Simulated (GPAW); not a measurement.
# Energy mapping worked by hand: MnO (Manganosite)

Aim: get Heisenberg couplings of MnO (Manganosite) from the energies of collinear orders, with pencil and paper, and test them on an order left out of the fit.

Main program and level: GPAW 26.7.0; PBE with U = 4 eV on Mn d; plane waves with GPAW's PAW setups, scalar-relativistic.

## (1) Starting point

Symmetry: Fm-3m, No. 225, cubic system. The conventional cell has a = 4.446 Å, b = 4.446 Å, c = 4.446 Å, α = 90.00°, β = 90.00°, γ = 90.00°. Nearest to Mn lie 6 O at 2.22 Å. Nearest to O lie 6 Mn at 2.22 Å. Farther neighbours and most contacts between anions are not listed.

## (2) The parallel order

All energies count from this run. A Hubbard term is added for the open shell, at a value in common use.

The input, order1.py:

```python
import json
import numpy as np
from ase import Atoms
from ase.parallel import paropen, parprint
from gpaw import GPAW

atoms = Atoms(['Mn', 'O'],
    cell=[[0.0, 2.223, 2.223],
         [2.223, 0.0, 2.223],
         [2.223, 2.223, 0.0]],
    scaled_positions=[[0.0, 0.0, 0.0],
         [0.5, 0.5, 0.5]],
    pbc=True,
    magmoms=[4.5, 0.0])
atoms.calc = GPAW(mode={'name': 'pw', 'ecut': 700},
    xc='PBE',
    kpts={'size': (10, 10, 10), 'gamma': True},
    occupations={'name': 'fermi-dirac', 'width': 0.05},
    convergence={'density': 1e-05, 'energy': 1e-05},
    maxiter=200,
    setups={'Mn': ':d,4.0'},
    symmetry={'tolerance': 1e-4},
    txt='order1.txt')
e = atoms.get_potential_energy(force_consistent=True)
res = {'free_energy': e, 'energy_sigma0': atoms.get_potential_energy(), 'fermi_energy': atoms.calc.get_fermi_level()}
res['moments'] = atoms.get_magnetic_moments().tolist()
res['total'] = atoms.get_magnetic_moment()
parprint('site moments (muB):', np.round(res['moments'], 3))
parprint(f"total moment: {res['total']:.3f} muB")
parprint(f'free energy: {e:.6f} eV')
atoms.calc.write('order1.gpw')
n = atoms.calc.get_pseudo_density()
up, down = (atoms.calc.get_pseudo_density(spin=i) for i in (0, 1))
np.savez('grids.npz', density=n, spin=up - down)
with paropen('results.json', 'w') as f:
    json.dump(res, f)
```

On the command line:

```console
$ OMP_NUM_THREADS=1 mpirun -n 4 gpaw python order1.py > order1.log
```

Log:

```text
site moments (muB): [4.529 0.133]
total moment: 5.000 muB
free energy: -16.950384 eV

--- order1.txt ---
Input parameters:
  mode=PW(ecut=700),
  convergence={'density': 1e-05, 'energy': 1e-05},
  kpts=MonkhorstPack(size=(10, 10, 10), gamma=True),
  maxiter=200,
  occupations=Occupations(name='fermi-dirac', width=0.05),
  setups={'Mn': ':d,4.0'},
  symmetry=Symmetry(tolerance=0.0001),
  xc=XC(name='PBE')

[...]
|         14 |        23.936 |     0.000 |        26.890 |     0.000 |
|         15 |        23.936 |     0.000 |        26.890 |     0.000 |
|         16 |        23.936 |     0.000 |        26.890 |     0.000 |

Gap: 0.241 eV
Transition (v -> c):
  (s=0, k=46, n=12, [0.50, 0.50, 0.50]) -> (s=0, k=0, n=13, [0.00, 0.00, 0.00])
Direct/indirect transitions are different
Direct gap: 2.724 eV
Transition at: (s=1->0, k=0, n=7, [0.00, 0.00, 0.00])

[key lines of the parts left out:]
Free energy:     -16.950384
Converged in 11 steps
dipole moment: (-9.654028, -9.654028, -9.654028)  # |e|*Ang
Fermi level: 7.696
```

The job ended after 10 s (4 MPI ranks of Arm Neoverse V2, shared host; peak memory 0.8 GiB).

Spin moment in the augmentation sphere by atom:

```csv
atom,spin moment in the augmentation sphere (μB)
Mn1,4.53
O2,0.13
```

Read from the output:

```yaml
magnetization: 5.000 μB
final_state: ferromagnetic
```

After 11 cycles the largest moment stands at 4.53 μB.

## (3) The orders used for the fit

The other orders were run with the same settings, on meshes that hold the same points. Free energies (smearing 0.05 eV, its entropy term included) are divided by the number of Mn atoms; q is in fractions of the reciprocal vectors of the first run's cell.

```csv
order,atoms,mesh,free energy (eV),eV per Mn,largest moment (μB)
F +,2,10×10×10,-16.9504,-16.9504,4.53
"AF q=(0,1/2,1/2) +-",4,10×5×10,-34.0160,-17.0080,4.52
```

## (4) Counting neighbours

With E = −Σ J e_i·e_j over ordered pairs of unit vectors, turning a neighbour from parallel to opposed costs 2J a Mn atom. So an order lies 2 Σ n J over the parallel one, n being the opposed neighbours in each shell.

```csv
shell,distance (Å),neighbours,"opposed in AF q=(0,1/2,1/2) +-","opposed in AF q=(0,0,1/2) +-"
J1,3.14,12,8,6
J2,4.45,6,0,6
```

Only J1 is kept.

## (5) Solving

```
2 × 8 × J1 = -57.61 meV    (AF q=(0,1/2,1/2) +-)
J1 = -3.60 meV
```

## (6) The test

The couplings now give the orders that were left out:

```
2 × 6 × (-3.60) = -43.20 meV    (AF q=(0,0,1/2) +-)
```

The runs themselves:

```csv
order,atoms,mesh,free energy (eV),eV per Mn,largest moment (μB),over the parallel order (meV),foretold (meV)
"AF q=(0,0,1/2) +-",4,10×10×5,-34.0495,-17.0248,4.48,-74.38,-43.20
```

## (7) One more shell

The miss asks for the next shell, which takes one more order into the fit and leaves none for a test.

```
2 × 8 × J1 = -57.61 meV    (AF q=(0,1/2,1/2) +-)
2 × 6 × J1 + 2 × 6 × J2 = -74.38 meV    (AF q=(0,0,1/2) +-)
J1 = -3.60 meV
J2 = -2.60 meV
```

## (8) What came out

| Quantity | Value |
| --- | --- |
| J1 (Mn–Mn at 3.14 Å) | -3.6 meV |
| largest miss on the orders left out | 31 meV |
| J1 with 2 shells | -3.6 meV |
| J2 with 2 shells | -2.6 meV |

The model misses the order left out by 31 meV, 42 % of the span of the orders, so it fails: these couplings alone don't describe the crystal. With the next shell added the couplings are J1 = -3.60 and J2 = -2.60 meV, untested. The first dropped shell that the test feels is J2 at 4.45 Å. The site moments spread by 1.1 % over the orders. The couplings are effective ones: further shells with opposed neighbours are folded into them or show in the miss. No mean-field temperature is given: it needs a model that holds, an unfrustrated order and couplings in all three dimensions.

[Logs and program files are shortened in this print: banners, set-up blocks, solver, clock and traceback lines can be left out without a mark of their own.]

[Logs are printed without paths, hosts, clocks, repeated set-up lines and the standing remarks that a program may print on its own settings, such as how far it seeks lower states.]

[Hosts, paths, dates, database ids (printed as entryN), source tags and the programs' standing remarks are cut or masked in the printed files.]

[Where a cell is said to come from a database of computed structures, the database is the Materials Project.]
